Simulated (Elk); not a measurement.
# Optical response of Se

Aim: the dielectric function of Se, and the optical constants that follow from it.

Main program and level: Elk 11.2.3 (patched build); DFT, LDA, all-electron APW+lo, Dirac cores, scalar-relativistic bands, independent-particle optical response without local fields.

### 1. The structure

It takes space group P3_121 (No. 152, trigonal). The conventional cell has a = 4.366 Å, b = 4.366 Å, c = 4.954 Å, α = 90.00°, β = 90.00°, γ = 120.00°. Se has 2 Se at 2.37 Å nearest.

Structure file:

```cif
data_structure
_symmetry_space_group_name_H-M 'P 1'
_symmetry_Int_Tables_number 1
_cell_length_a 4.3662
_cell_length_b 4.3662
_cell_length_c 4.9536
_cell_angle_alpha 90.000
_cell_angle_beta 90.000
_cell_angle_gamma 120.000
_cell_volume 81.78
loop_
_atom_site_label
_atom_site_type_symbol
_atom_site_fract_x
_atom_site_fract_y
_atom_site_fract_z
_atom_site_occupancy
Se1 Se 0.77460 0.77460 0.00000 1
Se2 Se 0.00000 0.22540 0.66667 1
Se3 Se 0.22540 0.00000 0.33333 1
```

### 2. Ground state

First the ground state: is it a metal or has it a gap?

This step: DFT, LDA, all-electron APW+lo, Dirac cores, scalar-relativistic bands, ground state (Elk 11.2.3 (patched build)).

The input, elk.in:

```
tasks
  0
  120

xctype
  3

nempty
  8

lorbcnd
  .true.

rgkmax
  7.0

swidth
  0.0018375

maxscl
  100

epsengy
  1e-05

sppath
  './'

avec
  8.2509222053 0.0000000000 0.0000000000
  -4.1254611027 7.1455082345 0.0000000000
  0.0000000000 0.0000000000 9.3609473309

atoms
  1
  'Se.in'
  3
  0.7746000000 0.7746000000 0.0000000000   0.000 0.000 0.000
  0.0000000000 0.2254000000 0.6666666667   0.000 0.000 0.000
  0.2254000000 0.0000000000 0.3333333333   0.000 0.000 0.000

ngridk
  5 5 4

vkloff
  0.5000 0.5000 0.5000
```

The run is started by

```console
$ OMP_NUM_THREADS=2 elk
```

The log of the run:

```text
┌─────────────────────────┐
│ Elk code version 11.2.3 │
└─────────────────────────┘

All units are atomic (Hartree, Bohr, etc.)

┌─────────────────────────────────────────────────┐
│ Ground-state run starting from atomic densities │
└─────────────────────────────────────────────────┘

Lattice vectors :
   8.250922205       0.000000000       0.000000000
  -4.125461103       7.145508235       0.000000000
   0.000000000       0.000000000       9.360947331

Reciprocal lattice vectors :
  0.7615130952      0.4396597905      -0.000000000
   0.000000000      0.8793195811       0.000000000
   0.000000000      -0.000000000      0.6712125477

Unit cell volume      :    551.8936766
Brillouin zone volume :   0.4494529000

Muffin-tin inner radius fraction :   0.1000000000E-01

Nuclei treated as point charges

Species : 1 (Se)
 parameters loaded from : Se.in
 name : selenium
 nuclear charge    :   -34.00000000
 electronic charge :    34.00000000
 atomic mass :    143935.2749
 muffin-tin radius :    2.217346343
 number of radial points in muffin-tin :    497
 inner part over the whole radius :   0.9891989602E-02
 number on inner part of muffin-tin    :    351
 approximate nuclear radius :   0.7785908700E-04
 number of mesh points to nuclear radius :    173
 atomic positions (lattice), magnetic fields (Cartesian) :
  1 :   0.00000000  0.00000000  0.00000000    0.00000000  0.00000000  0.00000000
  2 :   0.22540000  0.45080000  0.66666667    0.00000000  0.00000000  0.00000000
  3 :   0.45080000  0.22540000  0.33333333    0.00000000  0.00000000  0.00000000

Total number of atoms per unit cell :    3
Total muffin-tin volume :    136.9968136
 ratio of muffin-tin to unit cell volume :   0.2482304462

Spin treatment :
 spin-unpolarised

Number of Bravais lattice symmetries :   24
Number of crystal symmetries         :    6
Crystal has no inversion symmetry
Complex Hermitian eigensolver will be used

k-point grid :      5     5     4
k-point offset :   0.5000000000      0.5000000000      0.5000000000
k-point set is reduced with full crystal symmetry group
Total number of k-points :       50

Muffin-tin radius times maximum |G+k| :    7.000000000
 using average radius
Maximum |G+k| for APW functions       :    3.156926756
Maximum (1/2)|G+k|²                   :    4.983093273
Maximum |G| for potential and density :    12.00000000
Constant for pseudocharge density :    7
 order of it for each species :   14
 order of it for pair densities of each species (exact exchange by exxq0 0: 14) :   10
Radial integration step length :    1

G-vector grid sizes :     32    32    36
Number of G-vectors :    16115

Maximum angular momentum used for
 APW functions            :    8
 outer part of muffin-tin :    6
 inner part of muffin-tin :    2

Total nuclear charge    :   -102.0000000
Total core charge       :    54.00000000
Total valence charge    :    48.00000000
Total excess charge     :    0.000000000
Total electronic charge :    102.0000000

Effective Wigner radius, rₛ :    1.089069375

Number of empty states         :     24
Total number of valence states :     49
Total number of core states    :     54

Conduction state local-orbitals added automatically
Third-order local-orbitals added for an l without core states : F
Total number of local-orbitals :    192

Exchange-correlation functional :      3     0     0
 Perdew-Wang/Ceperley-Alder, Phys. Rev. B 45, 13244 (1992)
 gradient requirement :    0
 local density approximation (LDA)

Smearing type :    3
 Fermi-Dirac
Smearing width :   0.1837500000E-02
Effective electronic temperature (K) :    580.2366081

Mixing type :    3
 Broyden mixing, J. Phys. A: Math. Gen. 17, L317 (1984)

Kohn-Sham potential initialised from atomic data

┌──────────────────────────────┐
│ Self-consistent loop started │
└──────────────────────────────┘

┌─────────────────┐
│ Loop number : 1 │
└─────────────────┘

Energies :
 Fermi                       :     0.633074E-01
 sum of occupied eigenvalues :     -4229.6128484160
 electron kinetic            :      7451.1984172902
 core electron kinetic       :      6825.6113939311
 Coulomb                     :     -14478.628784902
 Coulomb potential           :     -11336.240257202
 nuclear-nuclear             :     -826.67317339059
 electron-nuclear            :     -15980.521499871
 Hartree                     :      2328.5658883599
 Madelung                    :     -8810.5086563005
 xc potential                :     -344.57100850382
 exchange                    :     -245.19222162346
 correlation                 :     -9.224225
 electron entropic           :    -0.332934E-08
 total energy                :     -7281.8468139602

Density of states at Fermi energy :   0.5962457919E-04
 (states/Hartree/unit cell)

Estimated indirect band gap :   0.5396788842E-01
 from k-point 40 to k-point 46
Estimated direct band gap   :   0.6032571033E-01
 at k-point 49

Charges :
 core                        :    54.00000000
 valence                     :    48.00000000
 interstitial                :    6.371839544
 muffin-tins (core leakage)
  species : 1 (Se)
   atom 1                    :    31.87605349     (  0.1941517171E-03)
   atom 2                    :    31.87605349     (  0.1941517171E-03)
   atom 3                    :    31.87605349     (  0.1941517171E-03)
 total in muffin-tins        :    95.62816046
 total calculated charge     :    101.9990216
 total charge                :    102.0000000
 error                       :   0.9783988042E-03

┌─────────────────┐
│ Loop number : 2 │
└─────────────────┘

Energies :
 Fermi                       :     0.641289E-01
 sum of occupied eigenvalues :     -4229.5412678972
 electron kinetic            :      7449.5802999108
 core electron kinetic       :      6824.7234790827
 Coulomb                     :     -14478.642141912
 Coulomb potential           :     -11336.240900196
 nuclear-nuclear             :     -826.67317339059
 electron-nuclear            :     -15980.547707891
 Hartree                     :      2328.5787393694
 Madelung                    :     -8810.5216918136
 xc potential                :     -342.88066761162
 exchange                    :     -245.19288117375
 correlation                 :     -9.224237
 electron entropic           :    -0.335223E-08
 total energy                :     -7283.4789601421

Density of states at Fermi energy :   0.6005863774E-04
 (states/Hartree/unit cell)

Estimated indirect band gap :   0.5394348320E-01
 from k-point 40 to k-point 46
Estimated direct band gap   :   0.6029652405E-01
 at k-point 49

Charges :
 core                        :    54.00000000
 valence                     :    48.00000000
 interstitial                :    6.371809556
 muffin-tins (core leakage)
  species : 1 (Se)
   atom 1                    :    31.87606348     (  0.1941049823E-03)
   atom 2                    :    31.87606348     (  0.1941049823E-03)
   atom 3                    :    31.87606348     (  0.1941049823E-03)
 total in muffin-tins        :    95.62819044
 total calculated charge     :    101.9990219
 total charge                :    102.0000000
 error                       :   0.9780800562E-03

RMS change in Kohn-Sham potential (target) :   0.5825111347E-01 (  0.1000000000E-05)
Absolute change in total energy (target)   :    1.632146182     (  0.1000000000E-04)

[... 12 loops left out ...]

┌──────────────────┐
│ Loop number : 15 │
└──────────────────┘

Energies :
 Fermi                       :     0.156764
 sum of occupied eigenvalues :     -4220.8780615894
 electron kinetic            :      7452.5133638858
 core electron kinetic       :      6825.8982844892
 Coulomb                     :     -14479.309215918
 Coulomb potential           :     -11336.306792049
 nuclear-nuclear             :     -826.67317339059
 electron-nuclear            :     -15981.837528931
 Hartree                     :      2329.2014864035
 Madelung                    :     -8811.1558198933
 xc potential                :     -337.08463342589
 exchange                    :     -245.22484251603
 correlation                 :     -9.224789
 electron entropic           :    -0.628851E-08
 total energy                :     -7281.2454838606

Density of states at Fermi energy :   0.1173507101E-03
 (states/Hartree/unit cell)

Estimated indirect band gap :   0.5160063662E-01
 from k-point 40 to k-point 46
Estimated direct band gap   :   0.5777773153E-01
 at k-point 31

Charges :
 core                        :    54.00000000
 valence                     :    48.00000000
 interstitial                :    6.376546540
 muffin-tins (core leakage)
  species : 1 (Se)
   atom 1                    :    31.87448449     (  0.1899897071E-03)
   atom 2                    :    31.87448449     (  0.1899897071E-03)
   atom 3                    :    31.87448449     (  0.1899897071E-03)
 total in muffin-tins        :    95.62345346
 total calculated charge     :    101.9990532
 total charge                :    102.0000000
 error                       :   0.9467921841E-03

RMS change in Kohn-Sham potential (target) :   0.1918508483E-08 (  0.1000000000E-05)
Absolute change in total energy (target)   :   0.6257128916E-05 (  0.1000000000E-04)

Convergence targets achieved

┌──────────────────┐
│ Loop number : 16 │
└──────────────────┘

Energies :
 Fermi                       :     0.156764
 sum of occupied eigenvalues :     -4220.8780615904
 electron kinetic            :      7452.5133638813
 core electron kinetic       :      6825.8982844860
 Coulomb                     :     -14479.309215919
 Coulomb potential           :     -11336.306792053
 nuclear-nuclear             :     -826.67317339059
 electron-nuclear            :     -15981.837528929
 Hartree                     :      2329.2014864010
 Madelung                    :     -8811.1558198919
 xc potential                :     -337.08463341836
 exchange                    :     -245.22484251597
 correlation                 :     -9.224789
 electron entropic           :    -0.628851E-08
 total energy                :     -7281.2454838656

Density of states at Fermi energy :   0.1173507130E-03
 (states/Hartree/unit cell)

Estimated indirect band gap :   0.5160063653E-01
 from k-point 40 to k-point 46
Estimated direct band gap   :   0.5777773146E-01
 at k-point 31

Charges :
 core                        :    54.00000000
 valence                     :    48.00000000
 interstitial                :    6.376546542
 muffin-tins (core leakage)
  species : 1 (Se)
   atom 1                    :    31.87448449     (  0.1899897054E-03)
   atom 2                    :    31.87448449     (  0.1899897054E-03)
   atom 3                    :    31.87448449     (  0.1899897054E-03)
 total in muffin-tins        :    95.62345346
 total calculated charge     :    101.9990532
 total charge                :    102.0000000
 error                       :   0.9467921801E-03

┌──────────────────────────────┐
│ Self-consistent loop stopped │
└──────────────────────────────┘

Warning : core states of species 1 leak from the muffin-tin :   0.1899897054E-03

Wrote STATE.OUT
```

It took 60 s on 2 threads of Arm Neoverse V2, shared host; peak memory 0.09 GiB; 2 min of CPU time.

This step gave:

```
total energy           : -7281 Ha
Fermi energy           : 4.266 eV
DOS at the Fermi level : 4.31e-6 states/eV/cell
gap on the k-mesh      : 1.404 eV
direct gap on the mesh : 1.572 eV
```

There is a gap, 1.40 eV on this mesh (points off the mesh can give less), so no carriers' term is needed.

### 3. Independent particles

With the density converged, the vertical transitions are summed over the zone.

This step: DFT, LDA, all-electron APW+lo, Dirac cores, scalar-relativistic bands, independent-particle optical response without local fields (Elk 11.2.3 (patched build)).

Changes to elk.in since step 2:

```diff
@@ -1,4 +1,7 @@
 tasks
-  0
-  120
+  121
+
+optcomp
+  1 1
+  3 3
 
@@ -17,9 +20,7 @@
 swidth
-  0.0018375
+  0.0110248
 
-maxscl
-  100
-
-epsengy
-  1e-05
+wplot
+  400 100 0
+  0.0 1.10248
```

The run is started by

```console
$ OMP_NUM_THREADS=2 elk
```

The log of the run:

```text
┌─────────────────────────────────┐
│ Elk code version 11.2.3 started │
└─────────────────────────────────┘

┌────────────────────┐
│ Current task : 121 │
└────────────────────┘
Info(checkmt): changed muffin-tin radius of species 1 (Se) from   2.4000 to   2.2173

Info(findsymcrys): atomic basis shift (lattice) :
  0.2254000000      0.2254000000       0.000000000
See GEOMETRY.OUT for new atomic positions

Info(dielectric):
 dielectric tensor written to EPSILON_ij.OUT
 optical conductivity written to SIGMA_ij.OUT
 for components
  i = 1, j = 1
  i = 3, j = 3

┌──────────────────┐
│ Elk code stopped │
└──────────────────┘
```

It took 0.88 s on 2 threads; peak memory 0.03 GiB; 1.7 s of CPU time.

This step gave:

| Property | Result |
| --- | --- |
| electronic dielectric constant ε∞, mean of the axes | 12.82 |

Sum at mesh points, not converged in k; values under the direct gap are tails of Lorentzian lines. Im ε against photon energy; read off at these points:

```tsv
photon energy (eV)	E ∥ x	E ∥ z
0.0	0	0
1.0	1.48	1.93
2.0	6.17	9.81
2.8	12.9	24.7
3.0	12.0	23.7
4.0	7.53	10.7
5.0	4.22	5.96
6.0	3.97	5.24
7.0	4.26	6.58
8.0	4.73	4.80
9.0	4.69	2.94
10.0	3.61	2.03
11.0	3.21	1.56
12.0	2.20	1.18
13.0	1.44	0.997
14.0	1.07	0.703
15.0	0.909	0.627
16.0	0.716	0.578
17.0	0.572	0.517
18.0	0.463	0.403
19.0	0.342	0.278
20.0	0.303	0.234
```

Sum at mesh points, not converged in k. Reflectivity at normal incidence against photon energy; read off at these points:

```tsv
photon energy (eV)	E ∥ x (%)	E ∥ z (%)
0.00	29.3	35.9
0.50	29.9	36.5
1.00	31.9	38.5
1.50	35.2	41.7
2.00	33.9	43.5
2.50	38.9	49.8
2.85	40.8	53.0
3.00	40.3	53.6
3.50	38.4	54.2
3.82	37.1	54.8
4.00	36.2	54.3
4.50	31.2	45.2
5.00	24.3	38.2
5.50	20.3	34.7
6.00	20.4	29.3
6.50	22.6	33.5
7.00	22.2	39.4
7.50	22.9	42.4
8.00	25.6	46.4
8.25	26.4	48.0
8.50	27.5	46.9
9.00	30.3	47.1
9.22	31.7	47.9
9.50	29.9	46.3
10.00	29.9	44.9
10.50	29.9	43.5
11.00	34.4	44.7
11.50	35.6	44.2
12.00	38.4	41.0
12.50	39.7	39.6
12.82	40.4	37.9
13.00	40.0	37.4
13.50	38.1	38.6
14.00	37.7	40.4
14.50	34.4	35.4
15.00	33.4	32.0
15.50	33.2	28.7
16.00	31.4	28.3
16.50	30.5	27.1
16.88	32.5	25.7
17.00	32.2	25.5
17.50	30.3	26.9
18.00	29.3	27.6
18.50	28.6	27.2
19.00	25.4	23.6
19.50	21.5	19.9
20.00	19.8	16.6
```

Sum at mesh points, not converged in k; values under the direct gap are tails of Lorentzian lines. Loss function −Im 1/ε at q → 0 against energy loss; read off at these points:

```tsv
energy loss (eV)	E ∥ x	E ∥ z
0	0	0
1	0.00891	0.00584
2	0.0340	0.0195
3	0.0728	0.0408
4	0.132	0.0785
5	0.226	0.162
6	0.198	0.188
7	0.201	0.148
8	0.199	0.159
9	0.213	0.212
10	0.272	0.292
11	0.279	0.357
12	0.336	0.507
13	0.445	0.665
14	0.617	0.842
15	0.823	1.27
16	1.11	1.53
17	1.40	1.84
18	1.94	2.36
19	2.91	3.55
20	3.12	3.12
```

Optical constants at common wavelengths, from n + ik = √ε:

```tsv
wavelength (nm)	n x	k x	R (%) x	1/α x	n z	k z	R (%) z	1/α z
1550	3.49	0.134	30.9	916 nm	4.15	0.152	37.5	807 nm
1064	3.68	0.306	33.0	275 nm	4.37	0.324	39.6	260 nm
800	3.71	0.804	35.0	79 nm	4.51	0.782	41.8	81 nm
633	3.54	0.847	33.6	59 nm	4.58	1.019	43.0	49 nm
532	3.70	1.226	37.3	35 nm	4.86	1.647	47.5	26 nm
405	2.86	2.034	39.9	16 nm	3.64	3.166	53.9	10 nm
308	1.98	1.874	36.1	13 nm	1.84	2.826	54.1	8.7 nm
```

Below the direct gap, k and the depth come from the tails of the Lorentzian lines, not from transitions.

Rows near the edge hang on the gap, which this functional as a rule makes too small, and phonon-assisted absorption over an indirect gap is left out.

### 4. Summary of results

* electronic dielectric constant ε∞, mean of the axes (independent particles): 12.8

In words: At this level (LDA, independent particles) Se has a mean ε∞ = 12.8 and n = 3.49 at 1550 nm (E ∥ x). On the mesh the gap is 1.40 eV and the least direct gap 1.57 eV, so on this mesh the band edges lie at different points. The static values by axis are 11.27 (x), 15.92 (z). Excitons and phonon-assisted transitions are missing, and so are local fields; LDA gaps are as a rule too small, which pulls the onset down and ε∞ up. The sum runs over mesh points 0.33 Å⁻¹ apart with no interpolation, so peaks are partly noise of the mesh, and static values can be far off. The mesh is shifted off Γ, so gaps read from it can miss the band edges.

[Long decimals in the printed logs are rounded to 6 places.]

[Machine, clock and banner lines and Python warnings are left out of the logs.]

[Logs are printed without paths, hosts, clocks, repeated set-up lines and the standing remarks that a program may print on its own settings, such as how far it seeks lower states.]

[Hosts, paths, dates, database ids (printed as entryN), source tags and the programs' standing remarks are cut or masked in the printed files.]

[Where Elk ran, warnings of its patched build on accuracy (core leakage, angular cutoffs, spin-orbit splittings, empty states, lower magnetic states) are left out.]

[Where the starting crystal was built by hand or by swapping elements, it need not be the compound's stable phase.]

[The count of steps not shown may lack steps that the program refused or didn't finish.]
